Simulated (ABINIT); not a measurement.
An input for ABINIT 10.8.3 (LiNbO3 (R3c)):

```
acell 3*1.0 Angstrom
rprim 
  2.575800000019 1.487138823389 4.623000000000
  -2.575800000018 1.487138823389 4.623000000000
  0.000000000000 -2.974277646779 4.623000000000
ntypat 3
znucl 3 41 8
natom 10
typat 1 1 2 2 3 3 3 3 3 3
xred 
  0.281500000000 0.281500000000 0.281500000000
  0.781500000000 0.781500000000 0.781500000000
  0.000055000000 0.000055000000 0.000055000000
  0.500055000000 0.500055000000 0.500055000000
  0.112310000000 0.358360000000 0.719590000000
  0.719590000000 0.112310000000 0.358360000000
  0.358360000000 0.719590000000 0.112310000000
  0.219590000000 0.858360000000 0.612310000000
  0.858360000000 0.612310000000 0.219590000000
  0.612310000000 0.219590000000 0.858360000000
pp_dirpath "pseudos"
pseudos "Li.upf, Nb.upf, O.upf"
ecut 37
ngkpt 2 2 2
nshiftk 1
shiftk 0 0 0
kptopt 1
chksymbreak 0
istwfk *1
occopt 1
irdwfk 1
optdriver 4
nband 200
gwcalctyp 2
ecutsigx 37
symsigma 1
nkptgw 4
kptgw 
  0.0000000000 0.0000000000 0.0000000000
  0.5000000000 0.0000000000 0.0000000000
  0.5000000000 0.5000000000 0.0000000000
  0.5000000000 0.5000000000 0.5000000000
bdgw 
  17 40
  17 40
  17 40
  17 40
ecuteps 3.9
irdscr 1
indata_prefix "in"
outdata_prefix "out"
tmpdata_prefix "tmp"
```

```sh
OMP_NUM_THREADS=1 mpirun -n 4 abinit run.abi > log
```

Question: How long will it take on 4 MPI ranks of Arm Neoverse V1, shared host, and how much memory?

It took 74 s; on shared hardware allow 37 s to 2.5 min. Peak host memory was 2.4 GiB.

[Paths, hosts, dates, memory and timing lines, banners, echoed tables and standing remarks are left out of the program output.]

[Logs are printed without paths, hosts, clocks, repeated set-up lines and the standing remarks that a program may print on its own settings, such as how far it seeks lower states.]

[Runs of the session that timed out or met a known fault of the program may be left out.]

[Hosts, paths, dates, database ids (printed as entryN), source tags and the programs' standing remarks are cut or masked in the printed files.]

[G0W0 gaps are taken among the corrected bands and points alone; a level outside them can change the order at an edge.]

[Where Ansatz stands beside ABINIT at settings called matched, ABINIT's density can come from a denser mesh and the files from another edition; pairs whose starting gaps differed by over 0.03 eV were left out, so agreement reads better than it is.]
